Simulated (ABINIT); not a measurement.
# LiHF2 (C2/m): G0W0 in ABINIT against the wavefunction cutoff in GW

Wanted: the cheapest wavefunction cutoff in GW that holds the gap of LiHF2 (C2/m).

Calculated with ABINIT 10.8.3; PBEsol and many-body steps on it, plane waves.

This is a report of a sequence of runs, with most program output left out.

**1. Starting point**

Symmetry: C2/m, No. 12, monoclinic system. Conventional cell: a = 5.095 Å, b = 3.070 Å, c = 4.903 Å, α = 90.00°, β = 121.02°, γ = 90.00°. Nearest to Li lie 6 F at 2.00 to 2.04 Å. Nearest to H lie 2 F at 1.14 Å. F has 1 H at 1.14 Å and 3 Li at 2.00 to 2.04 Å nearest. Farther neighbours and most contacts between anions are not listed.

The cell and positions are those that the Materials Project relaxed with its own functionals (PBE, PBE+U or r2SCAN), kept fixed.

**2. Screening, 4×4×2 mesh, 22 bands, screening to 106.1 eV**

This step: ABINIT 10.8.3; RPA screening on PBEsol, plane waves, norm-conserving pseudopotentials.

The RPA dielectric matrix is built and inverted for each q.

run.abi reads:

```
acell 3*1.0 Angstrom
rprim 
  2.547496000000 -1.534899000000 0.000000000000
  2.547496000000 1.534899000000 0.000000000000
  -2.526944000000 -0.000000000000 4.201520000000
ntypat 3
znucl 3 1 9
natom 4
typat 1 2 3 3
xred 
  0.000000000000 0.000000000000 0.000000000000
  0.000000000000 0.000000000000 0.500000000000
  0.209803000000 0.209803000000 0.750702000000
  0.790197000000 0.790197000000 0.249298000000
pp_dirpath "pseudos"
pseudos "Li.upf, H.upf, F.upf"
ecut 36
ngkpt 4 4 2
nshiftk 1
shiftk 0 0 0
kptopt 1
chksymbreak 0
istwfk *1
occopt 1
irdwfk 1
optdriver 3
nband 22
ecuteps 3.9
inclvkb 2
awtr 1
symchi 1
ecutwfn 10.8
indata_prefix "in"
outdata_prefix "out"
tmpdata_prefix "tmp"
```

Run with:

```bash
OMP_NUM_THREADS=1 mpirun -n 4 abinit run.abi > log
```

It took 2.2 s on 4 MPI ranks of Arm Neoverse V2, shared host; peak memory 0.07 GiB.

This step gave:

```yaml
eps_infinity_with_local_fields_on_this_mesh_along_the_program_s_q_direction: 2.112
the_same_without_local_fields: 2.193
plasma_frequency: 27.23 eV
plane_waves_in_the_screening_matrix: 89
```

Local fields lower ε∞ by 4 %. On a Γ-centred mesh this coarse the value itself is usually too large, while a short band sum pulls it down.

**3. 10.8 Ha**

This step: G0W0 on PBEsol, plane waves, norm-conserving pseudopotentials.

run.abi: that of step 2 with these lines changed.

```diff
@@ -25,8 +25,17 @@
 irdwfk 1
-optdriver 3
+optdriver 4
 nband 22
+gwcalctyp 0
+ecutsigx 10.8
+symsigma 1
+nkptgw 2
+kptgw 
+  0.0000000000 0.0000000000 0.5000000000
+  0.0000000000 0.0000000000 0.0000000000
+bdgw 
+  8 11
+  8 11
 ecuteps 3.9
-inclvkb 2
-awtr 1
-symchi 1
+irdscr 1
+ppmodel 1
 ecutwfn 10.8
```

Wall time 1.9 s (4 MPI ranks); peak memory 0.07 GiB; 7.2 s of CPU time.

This step gave:

```yaml
g0w0_gap_on_the_points_computed: 12.42 eV
starting_gap_on_the_mesh: 8.408 eV
k_of_the_valence_top: 0, 0, 0
k_of_the_conduction_bottom: 0, 0, 0
z_at_the_valence_top: 0.851
z_at_the_conduction_bottom: 0.9
least_direct_g0w0_gap_on_the_computed_points: 12.42 eV
```

**4. Screening, 4×4×2 mesh, 22 bands, screening to 106.1 eV**

This step: RPA screening on PBEsol, plane waves, norm-conserving pseudopotentials.

run.abi: that of step 3 with these lines changed.

```diff
@@ -25,18 +25,9 @@
 irdwfk 1
-optdriver 4
+optdriver 3
 nband 22
-gwcalctyp 0
-ecutsigx 10.8
-symsigma 1
-nkptgw 2
-kptgw 
-  0.0000000000 0.0000000000 0.5000000000
-  0.0000000000 0.0000000000 0.0000000000
-bdgw 
-  8 11
-  8 11
 ecuteps 3.9
-irdscr 1
-ppmodel 1
-ecutwfn 10.8
+inclvkb 2
+awtr 1
+symchi 1
+ecutwfn 18
 indata_prefix "in"
```

The job ended after 2.7 s (4 MPI ranks; peak memory 0.08 GiB).

This step gave:

| Quantity | Value |
| --- | --- |
| ε∞ with local fields, on this mesh, along the program's q direction | 2.049 |
| the same without local fields | 2.130 |
| plasma frequency | 27.45 eV |
| plane waves in the screening matrix | 89 |

**5. 18 Ha**

The self-energy is evaluated for the states that the input lists, and the levels follow from it, in one-shot runs by the linearised quasiparticle equation.

This step: G0W0 on PBEsol, plane waves, norm-conserving pseudopotentials.

run.abi: that of step 4 with these lines changed.

```diff
@@ -25,8 +25,17 @@
 irdwfk 1
-optdriver 3
+optdriver 4
 nband 22
+gwcalctyp 0
+ecutsigx 18
+symsigma 1
+nkptgw 2
+kptgw 
+  0.0000000000 0.0000000000 0.5000000000
+  0.0000000000 0.0000000000 0.0000000000
+bdgw 
+  8 11
+  8 11
 ecuteps 3.9
-inclvkb 2
-awtr 1
-symchi 1
+irdscr 1
+ppmodel 1
 ecutwfn 18
```

Run time: 1.9 s. Hardware: 4 MPI ranks; peak memory 0.08 GiB; 7.4 s of CPU time.

This step gave:

```yaml
g0w0_gap_on_the_points_computed: 12.74 eV
starting_gap_on_the_mesh: 8.408 eV
k_of_the_valence_top: 0, 0, 0
k_of_the_conduction_bottom: 0, 0, 0
z_at_the_valence_top: 0.836
z_at_the_conduction_bottom: 0.9
least_direct_g0w0_gap_on_the_computed_points: 12.74 eV
```

The gap on the mesh goes from 8.41 eV to 12.74 eV, a correction of +4.33 eV.

**6. Screening, 4×4×2 mesh, 22 bands, screening to 106.1 eV**

This step: RPA screening on PBEsol, plane waves, norm-conserving pseudopotentials.

run.abi: that of step 5 with these lines changed.

```diff
@@ -25,18 +25,9 @@
 irdwfk 1
-optdriver 4
+optdriver 3
 nband 22
-gwcalctyp 0
-ecutsigx 18
-symsigma 1
-nkptgw 2
-kptgw 
-  0.0000000000 0.0000000000 0.5000000000
-  0.0000000000 0.0000000000 0.0000000000
-bdgw 
-  8 11
-  8 11
 ecuteps 3.9
-irdscr 1
-ppmodel 1
-ecutwfn 18
+inclvkb 2
+awtr 1
+symchi 1
+ecutwfn 27
 indata_prefix "in"
```

Run time: 3.2 s. Hardware: 4 MPI ranks; peak memory 0.35 GiB.

Numbers from this step:

* ε∞ with local fields, on this mesh, along the program's q direction: 2.024
* the same without local fields: 2.104
* plasma frequency: 27.48 eV
* plane waves in the screening matrix: 89

**7. 27 Ha**

This step: G0W0 on PBEsol, plane waves, norm-conserving pseudopotentials.

run.abi: that of step 6 with these lines changed.

```diff
@@ -25,8 +25,17 @@
 irdwfk 1
-optdriver 3
+optdriver 4
 nband 22
+gwcalctyp 0
+ecutsigx 27
+symsigma 1
+nkptgw 2
+kptgw 
+  0.0000000000 0.0000000000 0.5000000000
+  0.0000000000 0.0000000000 0.0000000000
+bdgw 
+  8 11
+  8 11
 ecuteps 3.9
-inclvkb 2
-awtr 1
-symchi 1
+irdscr 1
+ppmodel 1
 ecutwfn 27
```

Run time: 2.1 s. Hardware: 4 MPI ranks; peak memory 0.1 GiB.

Numbers from this step:

```yaml
g0w0_gap_on_the_points_computed: 12.85 eV
starting_gap_on_the_mesh: 8.408 eV
k_of_the_valence_top: 0, 0, 0
k_of_the_conduction_bottom: 0, 0, 0
least_direct_g0w0_gap_on_the_computed_points: 12.85 eV
```

Against the run before, the gap moves by +0.103 eV.

**8. Screening, 4×4×2 mesh, 22 bands, screening to 106.1 eV**

This step: RPA screening on PBEsol, plane waves, norm-conserving pseudopotentials.

run.abi: that of step 7 with these lines changed.

```diff
@@ -25,18 +25,8 @@
 irdwfk 1
-optdriver 4
+optdriver 3
 nband 22
-gwcalctyp 0
-ecutsigx 27
-symsigma 1
-nkptgw 2
-kptgw 
-  0.0000000000 0.0000000000 0.5000000000
-  0.0000000000 0.0000000000 0.0000000000
-bdgw 
-  8 11
-  8 11
 ecuteps 3.9
-irdscr 1
-ppmodel 1
-ecutwfn 27
+inclvkb 2
+awtr 1
+symchi 1
 indata_prefix "in"
```

It took 3.8 s on 4 MPI ranks; peak memory 0.42 GiB.

Numbers from this step:

| Quantity | Value |
| --- | --- |
| ε∞ with local fields, on this mesh, along the program's q direction | 2.021 |
| the same without local fields | 2.101 |
| plasma frequency | 27.48 eV |
| plane waves in the screening matrix | 89 |

**9. 36 Ha**

This step: G0W0 on PBEsol, plane waves, norm-conserving pseudopotentials.

run.abi: that of step 8 with these lines changed.

```diff
@@ -25,8 +25,17 @@
 irdwfk 1
-optdriver 3
+optdriver 4
 nband 22
+gwcalctyp 0
+ecutsigx 36
+symsigma 1
+nkptgw 2
+kptgw 
+  0.0000000000 0.0000000000 0.5000000000
+  0.0000000000 0.0000000000 0.0000000000
+bdgw 
+  8 11
+  8 11
 ecuteps 3.9
-inclvkb 2
-awtr 1
-symchi 1
+irdscr 1
+ppmodel 1
 indata_prefix "in"
```

Elapsed: 2.3 s, on 4 MPI ranks; peak memory 0.11 GiB.

This step gave:

```yaml
g0w0_gap_on_the_points_computed: 12.88 eV
starting_gap_on_the_mesh: 8.408 eV
k_of_the_valence_top: 0, 0, 0
k_of_the_conduction_bottom: 0, 0, 0
least_direct_g0w0_gap_on_the_computed_points: 12.88 eV
```

Against the run before, the gap moves by +0.039 eV.

**10. The runs together**

Times are wall times on 4 MPI ranks of Arm Neoverse V2, shared host, good to a factor of about two. A run's time includes the screening step that it read.

```tsv
run	mesh	bands	screening cutoff (eV)	DFT gap (eV)	gap on the mesh (eV)	direct (eV)	ε∞ used	time
10.8 Ha	4×4×2	22	106.1	8.408	12.418	12.418	2.11	4 s
18 Ha	4×4×2	22	106.1	8.408	12.742	12.742	2.05	4.7 s
27 Ha	4×4×2	22	106.1	8.408	12.845	12.845	2.02	5.2 s
36 Ha	4×4×2	22	106.1	8.408	12.884	12.884	2.02	6.1 s
```

**11. Results**

| Quantity | Value |
| --- | --- |
| 10.8 Ha | 12.418 eV |
| 18 Ha | 12.742 eV |
| 27 Ha | 12.845 eV |
| 36 Ha | 12.884 eV |
| known limits | not at the basis limit; coarse k mesh |

What this shows: The setting moved: wavefunction cutoff in GW. From 10.8 Ha to 36 Ha the gap moves by +0.47 eV. The last step still moves it by +0.039 eV. Bands and screening cutoff are coupled, so a series along one setting does not show full convergence. The exchange cutoff follows the wavefunction cutoff here. Bands and cutoff are finite, so the gap is not at the basis limit. The miss can reach some tenths of an eV and take either sign; the mesh is an error of its own. In the G0W0 runs levels were corrected at 2 k points alone, so a gap called «on the mesh» is the least over those, and an edge elsewhere would be missed. The 4×4×2 mesh is coarse for this cell, which bears on the long-range parts of exchange and screening.

[Paths, hosts, dates, memory and timing lines, banners, echoed tables and standing remarks are left out of the program output.]

[Logs are printed without paths, hosts, clocks, repeated set-up lines and the standing remarks that a program may print on its own settings, such as how far it seeks lower states.]

[Runs of the session that timed out or met a known fault of the program may be left out.]

[Hosts, paths, dates, database ids (printed as entryN), source tags and the programs' standing remarks are cut or masked in the printed files.]

[G0W0 gaps are taken among the corrected bands and points alone; a level outside them can change the order at an edge.]

[Where Ansatz stands beside ABINIT at settings called matched, ABINIT's density can come from a denser mesh and the files from another edition; pairs whose starting gaps differed by over 0.03 eV were left out, so agreement reads better than it is.]
